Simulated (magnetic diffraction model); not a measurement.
# Which magnetic order? Cr₂InOs₂

Space group P-3m1 (no. 164), a = 4.0840 Å, c = 5.0440 Å.

```csv
site,atom,x,y,z
2d,Os,2/3,1/3,0.8419
1a,In,0,0,0
2d,Cr,2/3,1/3,0.3629
```

The compound is invented for this exercise: a known structure type with other elements, its cell scaled to their sizes and not relaxed.

Only Cr is taken to order (form factors of Cr2+); orders and moment sizes are assumed, and not adapted to the symmetry. Radiation: neutrons of λ = 1.594 Å, 8° to 70°; isotropic B of 0.57 Å² (Os), 0.56 Å² (In) and 0.7 Å² (Cr). The intensities are simulated: I ∝ L Σ (|F_N|² + |F_M⊥|²) for unpolarised neutrons, with F_M = 2.695 fm/μB × Σ f(s) S exp(2πi Q·r) exp(−B s²) at Q = H ± k (one set where k and −k are equivalent), only the part normal to Q counting and L = 1/(sin²θ cos θ). For collinear order S is the moment m, which repeats by lattice and centring translations R with the sign exp(−2πi k·R). Form factors are spin-only for 3d ions and dipole or tabulated for f ions, scattering lengths are Sears's of 1992, and absorption is left out. A label names one of the reflections at its angle. The strongest nuclear line in the range is 100, and lines under 0.2 are left out.

Above the ordering temperature:

```
2θ (°)    index      I
 18.18  (0 0 1)   19.6
 26.05  (1 0 0)   25.1
 31.95  (1 0 1)   37.3
 36.84  (0 0 2)    1.3
 45.68  (1 0 2)  100.0
 45.95  (1 1 0)   85.9
 49.80  (1 1 1)   17.0
 53.58  (2 0 0)    6.4
 56.59  (0 0 3)    2.2
 57.05  (2 0 1)   12.8
 60.29  (1 1 2)    3.2
 63.32  (1 0 3)   12.2
 66.79  (2 0 2)   51.1
```

Below it (cell unchanged):

| 2θ (°) | I |
| --- | --- |
| 18.18 | 19.6 |
| 26.05 | 28.9 |
| 31.95 | 43.2 |
| 36.84 | 1.3 |
| 45.68 | 101.1 |
| 45.95 | 88.0 |
| 49.80 | 18.0 |
| 53.58 | 6.6 |
| 56.59 | 2.2 |
| 57.05 | 13.5 |
| 60.29 | 3.2 |
| 63.32 | 12.3 |
| 66.79 | 51.4 |

**Question.** Find the propagation vector, then choose among these models:
A. collinear moments along [120], 1.9 μB on Cr; signs + at (2/3, 1/3, 0.3629), + at (1/3, 2/3, 0.6371)
B. collinear moments along [001], 1.9 μB on Cr; signs + at (2/3, 1/3, 0.3629), − at (1/3, 2/3, 0.6371)
C. collinear moments along [120], 1.9 μB on Cr; signs + at (2/3, 1/3, 0.3629), − at (1/3, 2/3, 0.6371)
D. collinear moments along [001], 1.9 μB on Cr; signs + at (2/3, 1/3, 0.3629), + at (1/3, 2/3, 0.6371)

No line moves, and magnetic intensity falls on nuclear lines such as the one at 31.95°, so the magnetic cell equals the chemical primitive cell: k = 0.

Magnetic intensity, observed (below minus above) and for each model:

| 2θ (°) | index | observed | A | B | C | D |
| --- | --- | --- | --- | --- | --- | --- |
| 18.18 | (0 0 1) | <0.2 | 5.6 | <0.2 | 7.6 | <0.2 |
| 26.05 | (1 0 0) | 3.8 | 1.9 | 11.4 | 5.7 | 3.8 |
| 31.95 | (1 0 1) | 5.8 | 5.8 | 5.0 | 5.0 | 5.8 |
| 36.84 | (0 0 2) | <0.2 | <0.2 | <0.2 | 1.6 | <0.2 |
| 45.68 | (1 0 2) | 1.1 | 2.6 | 0.4 | 0.9 | 1.1 |
| 45.95 | (1 1 0) | 2.1 | 1.0 | <0.2 | <0.2 | 2.1 |
| 49.80 | (1 1 1) | 1.1 | 0.7 | 1.4 | 1.0 | 1.1 |
| 60.29 | (1 1 2) | <0.2 | <0.2 | 0.7 | 0.8 | <0.2 |

Model D matches.

The absence at (0 0 1) is telling: Q lies along the moments there, so the part normal to Q vanishes.

The structure used: k = (0 0 0), collinear moments along [001], 1.9 μB on Cr; signs + at (2/3, 1/3, 0.3629), + at (1/3, 2/3, 0.6371).

[Logs are printed without paths, hosts, clocks, repeated set-up lines and the standing remarks that a program may print on its own settings, such as how far it seeks lower states.]
